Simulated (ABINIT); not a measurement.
Computed results, one entry a study.

```
! title: BaMg2Sb2 (P-3m1): a self-consistent loop beyond G0W0, cycle by cycle
! method: RPA screening on LDA from quasiparticle energies, plane waves, norm-conserving pseudopotentials (and 5 further levels or steps)
! program: ABINIT 10.8.3
! settings: cutoff 40 Ha, PseudoDojo scalar-relativistic 0.4.1 stringent, norm-conserving, ngkpt (3, 3, 1), nband 143, ecuteps 3.9 Ha, gwcalctyp 10, inclvkb 2, shiftk (0, 0, 0), symchi 1, awtr 1, frequency ppm, cycle 2, q points all but q = 0, 3×3×1 k-mesh
! notes: The program’s warnings: nproc spkpt=  >= nkpt= * nsppol=. The cell and positions come from the Crystallography Open Database and are kept as given unless a step says otherwise. Limits: no spin-orbit coupling. The first cycle of evGW0 takes the full correction, without the factor Z, so it overshoots the one-shot value. The 3×3×1 mesh is coarse for this cell, which bears on the long-range parts of exchange and screening.
! G0W0: 1.354 eV
! evGW0, cycle 1: 1.434 eV
! evGW0, cycle 2: 1.397 eV
! evGW0, cycle 3: 1.400 eV
! evGW, cycle 1: 1.471 eV
! evGW, cycle 2: 1.474 eV
! known limits: short of the basis limit; no spin-orbit coupling; coarse k mesh
CELL_PARAMETERS angstrom
4.77000 0.00000 0.00000
-2.38500 4.13094 0.00000
0.00000 0.00000 8.10000
ATOMIC_POSITIONS crystal
Ba 0.00000 0.00000 0.00000
Mg 0.33333 0.66667 0.62470
Mg 0.66667 0.33333 0.37530
Sb 0.33333 0.66667 0.26800
Sb 0.66667 0.33333 0.73200
```

[Long decimals in the printed logs are rounded to 6 places.]

[Logs are printed without paths, hosts, clocks, repeated set-up lines and the standing remarks that a program may print on its own settings, such as how far it seeks lower states.]

[Paths, hosts, dates, memory and timing lines, banners, echoed tables and standing remarks are left out of the program output; an Ansatz launch command may be rebuilt from the run's recorded settings. Measured values are a selection of at most five: reports struck by readers or far from the other reports are left out. None is set beside runs whose start may be inverted or whose files or cutoffs have a known fault.]

[Runs of the session that timed out or met a known fault of the program may be left out.]

[Hosts, paths, dates, database ids (printed as entryN), source tags and the programs' standing remarks are cut or masked in the printed files.]

[G0W0 gaps are taken among the corrected bands and points alone; a level outside them can change the order at an edge.]

[Where Ansatz stands beside ABINIT at settings called matched, ABINIT's density can come from a denser mesh and the files from another edition; pairs whose starting gaps differed by over 0.03 eV were left out, so agreement reads better than it is.]
